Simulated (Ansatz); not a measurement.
# How many bands does the GW gap of SrTiO3 (I4/mcm) need?

How do accuracy and time trade against each other in G0W0 on SrTiO3 (I4/mcm)?

Calculated with Ansatz 0.2.0; G0W0 on PBE, plane waves, PAW.

## 1. Set-up

The structure is tetragonal, space group I4/mcm (No. 140). Conventional cell: a = 5.511 Å, b = 5.511 Å, c = 7.796 Å, α = 90.00°, β = 90.00°, γ = 90.00°. Nearest to Sr lie 12 O at 2.73 to 2.78 Å. Ti has 6 O at 1.95 Å nearest. O has 2 Ti at 1.95 Å and 4 Sr at 2.76 Å nearest. O has 2 Ti at 1.95 Å and 4 Sr at 2.73 to 2.78 Å nearest. Farther neighbours and most contacts between anions are not listed.

As a file:

```cif
data_structure
_symmetry_space_group_name_H-M 'P 1'
_symmetry_Int_Tables_number 1
_cell_length_a 5.5118
_cell_length_b 5.5118
_cell_length_c 5.5118
_cell_angle_alpha 120.010
_cell_angle_beta 120.010
_cell_angle_gamma 89.983
_cell_volume 118.39
loop_
_atom_site_label
_atom_site_type_symbol
_atom_site_fract_x
_atom_site_fract_y
_atom_site_fract_z
_atom_site_occupancy
Sr1 Sr 0.75000 0.25000 0.50000 1
Sr2 Sr 0.25000 0.75000 0.50000 1
Ti3 Ti 0.00000 0.00000 0.00000 1
Ti4 Ti 0.50000 0.50000 0.00000 1
O5 O 0.25000 0.25000 0.00000 1
O6 O 0.75000 0.75000 0.00000 1
O7 O 0.74510 0.24510 0.99020 1
O8 O 0.24510 0.25490 0.50000 1
O9 O 0.25490 0.75490 0.00980 1
O10 O 0.75490 0.74510 0.50000 1
```

The cell and positions come from the Crystallography Open Database and are kept as given unless a step says otherwise.

## 2. 310 empty bands, screening to 110 eV

G0W0 replaces the xc potential by the self-energy, built once from these orbitals. Only a window of levels is corrected, while the sums run over the empty bands that the input names. This step takes hard PAW files.

Input file input.yaml:

```yaml
crystal:
  lattice:
    - [-2.7555, 2.7555, 3.898]
    - [2.7555, -2.7555, 3.898]
    - [2.7555, 2.7555, -3.898]
  atoms:
    - { symbol: Sr, position: [0.75, 0.25, 0.5] }
    - { symbol: Sr, position: [0.25, 0.75, 0.5] }
    - { symbol: Ti, position: [0.0, 0.0, 0.0] }
    - { symbol: Ti, position: [0.5, 0.5, 0.0] }
    - { symbol: O, position: [0.25, 0.25, 0.0] }
    - { symbol: O, position: [0.75, 0.75, 0.0] }
    - { symbol: O, position: [0.7451, 0.2451, 0.9902] }
    - { symbol: O, position: [0.2451, 0.2549, 0.5] }
    - { symbol: O, position: [0.2549, 0.7549, 0.0098] }
    - { symbol: O, position: [0.7549, 0.7451, 0.5] }
kpoints:
  mp_grid: { grid: [4, 4, 4] }
hamiltonian:
  xc: pbe
  pseudopotentials: { kind: paw, source: ansatz }
scf:
  occupations: { method: fixed }
gw:
  n_empty_bands: 310
  ecut_chi: 110.0
  qp_bands: [v3, c3]
  qp_kpoints: band_edges
  screening: { model: contour_deformation }
```

On the command line:

```console
> ansatz run input.yaml --threads 4 --pin off --max-ram 138240MiB --backend cuda --events-out ev --progress --plain --runs-dir out --devices 1 --max-vram 26GiB
```

Numbers of over 12 decimals in the logs are rounded to 6 here.

The program printed:

```text
GPUs: using 1 of 1 available (devices: 1).
Engine: ansatz 0.2.0, x86_64-unknown-linux-gnu
Pseudopotentials: kind: paw
Pseudopotential: Sr, paw, valence charge 10, recommended cutoff 350 eV (normal), Sr.paw.azcp
Pseudopotential: Ti, paw, valence charge 12, recommended cutoff 740 eV (normal), Ti.paw.azcp
Pseudopotential: O, paw, valence charge 6, recommended cutoff 930 eV (normal), O.paw.azcp
Functional definition: PBE
  parameter kappa = 0.804
  parameter beta = 0.066725
  exchange = pbe_x(kappa = kappa, mu = beta*pi^2/3)
  correlation = pbe_c(beta = beta)
device memory: the entry about to start is reckoned to put 5.9 GiB on a device that reports 67.7 GiB free (of which the cap on the GPU budget leaves the run 26.0 GiB)
GPU FFT provider: cuFFT
GPU libraries: cuBLAS 13.8.2, cuFFT 12.4.0, cuSOLVER 12.3.4
Crystal: 10 atoms, lattice volume = 118.387 Å³
Basis set: ecut = 930 eV, 7631 PW (Γ)
Bands: 50, of which v1, the nominal top of the filled ones, is band 40 counted from 1 (39 counted from 0)
Symmetry: 16 space group operations
Space group: I4/mcm (ITA 140), of the structure as read, at distance tolerance 4.9e-5 Å
k-points: 13 of 64
Non-local potential: Sr, projectors of the file, l = 0: 2, l = 1: 2, l = 2: 2, l = 3: 1
Non-local potential: Ti, projectors of the file, l = 0: 2, l = 1: 2, l = 2: 2, l = 3: 1
Non-local potential: O, projectors of the file, l = 0: 2, l = 1: 2, l = 2: 1
PAW form: soft (Blöchl's): semilocal exchange-correlation on the pseudo side does not see the compensation charge
PAW one-centre angular grid: Sr, 194 points (default); XC on 64 Gauss nodes
PAW one-centre angular grid: Ti, 590 points (default); XC on 64 Gauss nodes
PAW one-centre angular grid: O, 110 points (default); XC on 64 Gauss nodes
Initial density: superposition of atomic densities (chi_scale 0.1, normalization cell, long waves kept (reshape's long-wave potential 0.00 eV rms))
Initial wavefunctions: pseudopotential atomic-orbital guess
GPU buffer pool allocated for 262144 grid points (all kernels)
GPU transforms: local potential and band sums: pruned to the plane-wave sphere, on 60×60×60
Functional: x = pbe(κ = 0.804, μ = 0.219515), c = pbe(β = 0.066725)
SCF iter   1: F=—  HF=-15514.151118 eV  |F-HF|=—  |Δ(HF+E_count)|=         —  Δρ=8.98e-2  dr2=1.40e1  ethr=3.10e-3  ⟨swp⟩=5.0  Hψ=2186  notcnv=0  defer=77
preconditioner: auto → Resta (q_TF=auto, 2.556 Å⁻¹)  ε∞=4.5  [insulator: Δε(μ)=4.057 eV  Ē_g=14.056 eV  n_scr=26 (ndim 8)  ℏωp=26.4 eV  f_vac=0.000  ε∞_Penn≈4.5]
SCF iter   2: F=—  HF=-15510.662441 eV  |F-HF|=—  |Δ(HF+E_count)|=    3.49e0  Δρ=4.87e-2  dr2=1.87e0  ethr=3.10e-3  ⟨swp⟩=3.9  Hψ=1474  notcnv=0  defer=80
SCF iter   3: F=—  HF=-15510.276106 eV  |F-HF|=—  |Δ(HF+E_count)|=   3.86e-1  Δρ=1.95e-2  dr2=5.15e-1  ethr=2.33e-3  ⟨swp⟩=2.0  Hψ=941  notcnv=0  defer=81
SCF iter   4: F=—  HF=-15510.196437 eV  |F-HF|=—  |Δ(HF+E_count)|=   7.97e-2  Δρ=7.77e-3  dr2=5.50e-2  ethr=6.43e-4  ⟨swp⟩=2.6  Hψ=1014  notcnv=0  defer=88
SCF iter   5: F=—  HF=-15510.200505 eV  |F-HF|=—  |Δ(HF+E_count)|=   4.07e-3  Δρ=4.02e-3  dr2=2.19e-2  ethr=6.88e-5  ⟨swp⟩=3.0  Hψ=1338  notcnv=0  defer=95
SCF iter   6: F=—  HF=-15510.198020 eV  |F-HF|=—  |Δ(HF+E_count)|=   2.49e-3  Δρ=7.21e-4  dr2=7.72e-4  ethr=2.73e-5  ⟨swp⟩=3.0  Hψ=909  notcnv=0  defer=97
SCF iter   7: F=—  HF=-15510.198164 eV  |F-HF|=—  |Δ(HF+E_count)|=   1.44e-4  Δρ=6.42e-4  dr2=6.82e-4  ethr=9.66e-7  ⟨swp⟩=2.2  Hψ=968  notcnv=0  defer=94
SCF iter   8: F=—  HF=-15510.198069 eV  |F-HF|=—  |Δ(HF+E_count)|=   9.49e-5  Δρ=2.55e-4  dr2=9.82e-5  ethr=8.52e-7  ⟨swp⟩=2.0  Hψ=866  notcnv=0  defer=68
SCF iter   9: F=—  HF=-15510.198052 eV  |F-HF|=—  |Δ(HF+E_count)|=   1.72e-5  Δρ=6.28e-5  dr2=5.76e-6  ethr=1.23e-7  ⟨swp⟩=2.1  Hψ=741  notcnv=0  defer=38
SCF iter  10: F=-15510.198051 eV  HF=-15510.198051 eV  |F-HF|=3.90e-9  |Δ(HF+E_count)|=   7.65e-7  Δρ=7.62e-6  dr2=8.52e-8  ethr=1.25e-10  ⟨swp⟩=10.5  Hψ=3194  notcnv=0
SCF 1 converged in 10 iterations: F = -15510.198051 eV  dr2 = 8.52e-8
  greatest PAW one-centre occupation: 0.932 electrons in one spin orbital (limit 2), on the Ti atom at site 3 (counted from 0), in its partial waves of l = 0
device memory: the entry about to start is reckoned to put 7.3 GiB (of the 7.4 GiB reckoned in all, the device holds 0.1 GiB already) on a device that reports 68.5 GiB free (of which the cap on the GPU budget leaves the run 25.9 GiB)
NSCF: frozen V_eff on 13 k-points
the band table was solved once the SCF had ended and its energy, with any forces and stress, was formed, with the checks that follow a solve (2555 applications of the Hamiltonian). They found nothing against the state; the energy, forces and stress were not computed again (output.eigenvalues in the input reference)
device memory: the entry about to start is reckoned to put 7.1 GiB on a device that reports 71.3 GiB free (of which the cap on the GPU budget leaves the run 26.0 GiB)
NSCF: frozen V_eff on 13 k-points
G₀W₀ screening: q 1/13
[... further progress lines ...]
device memory: the entry about to start is reckoned to put 1.4 GiB on a device that reports 63.6 GiB free (of which the cap on the GPU budget leaves the run 26.0 GiB)
NSCF: frozen V_eff on 1 k-points
device memory: the entry about to start is reckoned to put 1.4 GiB on a device that reports 63.6 GiB free (of which the cap on the GPU budget leaves the run 26.0 GiB)
NSCF: frozen V_eff on 1 k-points
SCF converged after 10 iterations
Free energy (F): -15510.198051 eV
Harris-Foulkes:  -15510.198051 eV  (|F-HF|=3.90e-9)
Internal energy: -15510.198051 eV  (E = F + TS)
E sigma→0 (E₀):  -15510.198051 eV
Fermi energy:    10.058875 eV
--- Per-component energies (eV) ---
  E_band       = -404.086689
  E_kinetic    = 2968.026443
  E_local      = -6406.750363  (includes V_loc(G=0)·N_el)
  E_nonlocal   = 1482.087576
  E_hartree    = 1690.638667
  E_xc         = -1298.635898
  E_vxc        = -1538.305164  (∫ρ·V_xc dr)
  E_paw        = -8151.100800  (= ΣΔE_a)
  E_vpaw       = -290.413920  (= ΣTr[D̂ρ^β])
  E_aug_tail   = -0.000037  (compensation charges beyond the density's cutoff)
  E_ewald      = -5794.463639
  E_smearing   = -0.000000  (= −TS)
  E_closure    = -0.000000  (closes the sum)
  Σ components = -15510.198051   (vs F -15510.198051, Δ=0.00e0)
--- Band table (eV; the first three rows and the last of 13) ---
  k-point 0: bands = [... 36 lower, 9.7183, 10.0530, 10.0589, 10.0589, 11.9536, 11.9536, 11.9543, 14.4169, ... 6 higher]
  k-point 1: bands = [... 36 lower, 9.3908, 9.4751, 9.4752, 10.0166, 12.0348, 13.0200, 13.0212, 14.1827, ... 6 higher]
  k-point 2: bands = [... 36 lower, 8.5019, 9.3404, 9.3407, 9.9740, 12.1205, 13.8926, 13.8933, 13.9003, ... 6 higher]
  k-point 12: bands = [... 36 lower, 8.4974, 9.3427, 9.3427, 9.9731, 12.1221, 13.8762, 13.8762, 13.9218, ... 6 higher]
--- G₀W₀: contour deformation, 7 samples at zero and on the imaginary axis and 2 off it, 64 q-points, 310 empty bands' worth ---
  eigenvalues of the whole cell's RPA ε∞ on this k-mesh (on a slab, of 1 + 4πα/V) = 6.1533, 6.1533, 6.1537; static W/v taken at q = 0 is 0.162511
  bands read: the sum over 350 bands ends inside a degenerate multiplet in 1 slot, whose members it reads at an even weight; the widest, k=0: bands 350 to 351 (counted from 1) at 1/2 each
  gw.qp_kpoints: band_edges: 11 of 13 stored k-points solved, in 1 pass; an edge of the gap read off the rows below is read off those points alone
    valence top: of the k-points left out ik 10 came nearest to being solved in a further pass, in band 40 (counted from 1, as in the quasiparticle table): it holds the edge there only if its correction is more favourable than any solved in that band by at least 0.524 eV; those differ by 0.065 eV
    conduction bottom: of the k-points left out ik 10 came nearest to being solved in a further pass, in band 41 (counted from 1, as in the quasiparticle table): it holds the edge there only if its correction is more favourable than any solved in that band by at least 1.024 eV; those differ by 0.071 eV
    ik  band        ε_KS         Σx   Σc(E_QP)       V_xc       Z   E_QP_lin       E_QP  E_QP is
     0    38     10.0530   -26.0701     4.7923   -21.0086  0.7222     9.7823     9.7837  root
     0    39     10.0589   -26.0813     4.7904   -21.0228  0.7222     9.7894     9.7908  root
     0    40     10.0589   -26.0813     4.7904   -21.0228  0.7222     9.7894     9.7908  root
     0    41     11.9536   -12.6444    -6.3503   -20.2731  0.7424    13.2652    13.2320  root
     0    42     11.9536   -12.6444    -6.3503   -20.2731  0.7424    13.2652    13.2320  root
     0    43     11.9543   -12.6398    -6.3553   -20.2744  0.7424    13.2669    13.2337  root
     1    38      9.4751   -26.1081     4.5570   -21.2750  0.7293     9.1976     9.1990  root
     1    39      9.4752   -26.1092     4.5571   -21.2761  0.7293     9.1977     9.1992  root
     1    40     10.0166   -25.9926     4.7898   -20.9289  0.7219     9.7412     9.7427  root
     1    41     12.0348   -12.7897    -6.4656   -20.5563  0.7392    13.3712    13.3358  root
     1    42     13.0200   -14.2069    -6.3484   -21.8599  0.7192    14.3677    14.3247  root
     1    43     13.0212   -14.2097    -6.3487   -21.8634  0.7192    14.3693    14.3262  root
     2    38      9.3404   -26.0974     4.6527   -21.1447  0.7282     9.0386     9.0404  root
     2    39      9.3407   -26.0975     4.6529   -21.1446  0.7282     9.0389     9.0407  root
     2    40      9.9740   -25.9023     4.7872   -20.8359  0.7216     9.6932     9.6948  root
     2    41     12.1205   -12.9599    -6.5900   -20.8750  0.7357    13.4835    13.4456  root
     2    42     13.8926   -14.8646    -6.9809   -23.2042  0.6943    15.3147    15.2513  root
     2    43     13.8933   -14.8591    -6.9821   -23.1993  0.6943    15.3148    15.2514  root
     3    38      9.6549   -25.4896     4.7821   -20.3929  0.7195     9.3382     9.3403  root
     3    39      9.6565   -25.4962     4.7814   -20.4006  0.7195     9.3401     9.3423  root
     3    40      9.8671   -25.8822     4.8117   -20.7802  0.7205     9.5750     9.5768  root
     3    41     12.4924   -13.2911    -6.4054   -20.9905  0.7317    13.8241    13.7865  root
     3    42     12.5792   -13.4969    -6.3029   -21.0850  0.7301    13.9017    13.8643  root
     3    43     12.5801   -13.4999    -6.3032   -21.0886  0.7300    13.9031    13.8657  root
[...]
11    42     13.0867   -14.1948    -6.5961   -22.1263  0.7157    14.4693    14.4221  root
    11    43     13.8941   -14.7749    -7.0501   -23.1885  0.6942    15.3216    15.2576  root
    12    38      9.3427   -26.0972     4.6528   -21.1448  0.7281     9.0412     9.0430  root
    12    39      9.3427   -26.0972     4.6528   -21.1448  0.7281     9.0412     9.0430  root
    12    40      9.9731   -25.9031     4.7874   -20.8364  0.7216     9.6923     9.6939  root
    12    41     12.1221   -12.9628    -6.5903   -20.8786  0.7357    13.4856    13.4476  root
    12    42     13.8762   -14.8369    -6.9989   -23.1982  0.6947    15.3009    15.2387  root
    12    43     13.8762   -14.8369    -6.9989   -23.1982  0.6947    15.3009    15.2387  root
```

Wall time 34 s (1 × NVIDIA H100 80GB HBM3 (shared by 3 runs) with 4 threads of AMD EPYC 7R13 (Zen 3), shared host); peak memory 2.1 GiB.

Numbers from this step:

```yaml
bands_summed: 350
rpa_eps_infinity_on_this_mesh_eigenvalues: 6.153, 6.153, 6.154
plane_waves_in_the_screening_matrix: 331
q_points_in_the_mesh: 64
g0w0_gap_on_the_mesh: 3.441 eV
k_of_the_valence_top: 0, 0, 0
k_of_the_conduction_bottom: 0, 0, 0
starting_gap_on_the_mesh: 1.895 eV
z_at_the_valence_top: 0.7222
z_at_the_conduction_bottom: 0.7424
least_direct_g0w0_gap_on_the_computed_points: 3.441 eV
```

The gap on the mesh goes from 1.89 eV to 3.44 eV, a correction of +1.55 eV. Between the two edge states, bare exchange in place of the xc potential would open the gap by 12.69 eV, and correlation takes back 11.14 eV.

## 3. 704 empty bands, screening to 190 eV

Bands and screening cutoff are moved together, since each hides the error of the other.

Edit input.yaml of step 2 so:

```diff
@@ -24,4 +24,4 @@
 gw:
-  n_empty_bands: 310
-  ecut_chi: 110.0
+  n_empty_bands: 704
+  ecut_chi: 190.0
   qp_bands: [v3, c3]
```

The program printed:

```text
GPUs: using 1 of 1 available (devices: 1).
[...]
GPU FFT provider: cuFFT
GPU libraries: cuBLAS 13.8.2, cuFFT 12.4.0, cuSOLVER 12.3.4
Crystal: 10 atoms, lattice volume = 118.387 Å³
Basis set: ecut = 930 eV, 7631 PW (Γ)
Bands: 50, of which v1, the nominal top of the filled ones, is band 40 counted from 1 (39 counted from 0)
Symmetry: 16 space group operations
[...]
k-points: 13 of 64
[...]
GPU buffer pool allocated for 262144 grid points (all kernels)
[...]
SCF iter   1: F=—  HF=-15514.151118 eV  |F-HF|=—  |Δ(HF+E_count)|=         —  Δρ=8.98e-2  dr2=1.40e1  ethr=3.10e-3  ⟨swp⟩=5.0  Hψ=2186  notcnv=0  defer=77
[...]
SCF iter  10: F=-15510.198051 eV  HF=-15510.198051 eV  |F-HF|=3.90e-9  |Δ(HF+E_count)|=   7.65e-7  Δρ=7.62e-6  dr2=8.52e-8  ethr=1.25e-10  ⟨swp⟩=10.5  Hψ=3194  notcnv=0
SCF 1 converged in 10 iterations: F = -15510.198051 eV  dr2 = 8.52e-8
[...]
NSCF: frozen V_eff on 13 k-points
[...]
G₀W₀ screening: q 1/13
[... further progress lines ...]
[...]
SCF converged after 10 iterations
Free energy (F): -15510.198051 eV
[...]
Internal energy: -15510.198051 eV  (E = F + TS)
E sigma→0 (E₀):  -15510.198051 eV
Fermi energy:    10.058875 eV
[...]
--- Band table (eV; the first three rows and the last of 13) ---
  k-point 0: bands = [... 36 lower, 9.7183, 10.0530, 10.0589, 10.0589, 11.9536, 11.9536, 11.9543, 14.4169, ... 6 higher]
  k-point 1: bands = [... 36 lower, 9.3908, 9.4751, 9.4752, 10.0166, 12.0348, 13.0200, 13.0212, 14.1827, ... 6 higher]
  k-point 2: bands = [... 36 lower, 8.5019, 9.3404, 9.3407, 9.9740, 12.1205, 13.8926, 13.8933, 13.9003, ... 6 higher]
  k-point 12: bands = [... 36 lower, 8.4974, 9.3427, 9.3427, 9.9731, 12.1221, 13.8762, 13.8762, 13.9218, ... 6 higher]
[...]
0    38     10.0530   -26.0701     4.4975   -21.0086  0.7169     9.4822     9.4889  root
     0    39     10.0589   -26.0813     4.4952   -21.0228  0.7169     9.4890     9.4957  root
     0    40     10.0589   -26.0813     4.4952   -21.0228  0.7169     9.4890     9.4957  root
     0    41     11.9536   -12.6444    -6.5977   -20.2731  0.7392    13.0053    12.9846  root
     0    42     11.9536   -12.6444    -6.5977   -20.2731  0.7392    13.0053    12.9846  root
     0    43     11.9543   -12.6398    -6.6030   -20.2744  0.7392    13.0067    12.9860  root
     1    38      9.4751   -26.1081     4.2545   -21.2750  0.7245     8.8896     8.8965  root
     1    39      9.4752   -26.1092     4.2545   -21.2761  0.7245     8.8898     8.8966  root
[...]
12    40      9.9731   -25.9031     4.4972   -20.8364  0.7164     9.3967     9.4037  root
    12    41     12.1221   -12.9628    -6.8460   -20.8786  0.7324    13.2156    13.1919  root
    12    42     13.8762   -14.8369    -7.2911   -23.1982  0.6901    14.9827    14.9464  root
    12    43     13.8762   -14.8369    -7.2911   -23.1982  0.6901    14.9827    14.9464  root
```

Elapsed: 69 s, on 1 × NVIDIA H100 80GB HBM3 (shared by 3 runs) with 4 threads; peak memory 3.8 GiB.

Numbers from this step:

* bands summed: 744
* RPA ε∞ on this mesh (eigenvalues): 6.134, 6.134, 6.135
* plane waves in the screening matrix: 725
* q-points in the mesh: 64
* G0W0 gap on the mesh: 3.489 eV
* k of the valence top: 0, 0, 0
* k of the conduction bottom: 0, 0, 0
* starting gap on the mesh: 1.895 eV
* Z at the valence top: 0.7169
* Z at the conduction bottom: 0.7392
* least direct G0W0 gap on the computed points: 3.489 eV

Against the run with 4×4×4 mesh, 310 empty bands, screening to 110 eV, hard PAW files, the gap moves by +0.05 eV.

## 4. 1192 empty bands, screening to 270 eV

Edit input.yaml of step 3 so:

```diff
@@ -24,4 +24,4 @@
 gw:
-  n_empty_bands: 704
-  ecut_chi: 190.0
+  n_empty_bands: 1192
+  ecut_chi: 270.0
   qp_bands: [v3, c3]
```

The program printed:

```text
GPUs: using 1 of 1 available (devices: 1).
[...]
GPU FFT provider: cuFFT
GPU libraries: cuBLAS 13.8.2, cuFFT 12.4.0, cuSOLVER 12.3.4
Crystal: 10 atoms, lattice volume = 118.387 Å³
Basis set: ecut = 930 eV, 7631 PW (Γ)
Bands: 50, of which v1, the nominal top of the filled ones, is band 40 counted from 1 (39 counted from 0)
Symmetry: 16 space group operations
[...]
k-points: 13 of 64
[...]
1    39      9.4752   -26.1092     4.0822   -21.2761  0.7225     8.7124     8.7244  root
[...]
12    40      9.9731   -25.9031     4.3332   -20.8364  0.7141     9.2277     9.2397  root
    12    41     12.1221   -12.9628    -6.9773   -20.8786  0.7309    13.0784    13.0606  root
    12    42     13.8762   -14.8369    -7.4475   -23.1982  0.6880    14.8156    14.7900  root
    12    43     13.8762   -14.8369    -7.4475   -23.1982  0.6880    14.8156    14.7900  root
[key lines of the parts left out:]
SCF converged after 10 iterations
Free energy (F): -15510.198051 eV
Fermi energy:    10.058875 eV
```

Wall time 2 min (1 × NVIDIA H100 80GB HBM3 (shared by 3 runs) with 4 threads); peak memory 6.8 GiB.

This step gave:

```yaml
bands_summed: 1232
rpa_eps_infinity_on_this_mesh_eigenvalues: 6.128, 6.128, 6.128
plane_waves_in_the_screening_matrix: 1243
g0w0_gap_on_the_mesh: 3.529 eV
k_of_the_valence_top: 0, 0, 0
k_of_the_conduction_bottom: 0, 0, 0
starting_gap_on_the_mesh: 1.895 eV
least_direct_g0w0_gap_on_the_computed_points: 3.529 eV
```

Against the run with 4×4×4 mesh, 704 empty bands, screening to 190 eV, hard PAW files, the gap moves by +0.04 eV.

(Part 1 of 2 ends here.)

[Paths, hosts, dates, memory and timing lines, banners, echoed tables and standing remarks are left out of the program output.]

[Logs are printed without paths, hosts, clocks, repeated set-up lines and the standing remarks that a program may print on its own settings, such as how far it seeks lower states.]

[Runs of the session that timed out or met a known fault of the program may be left out.]

[Cells called generated may have been cut or substituted from an entry of the Crystallography Open Database or the Materials Project.]

[Hosts, paths, dates, database ids (printed as entryN), source tags and the programs' standing remarks are cut or masked in the printed files.]
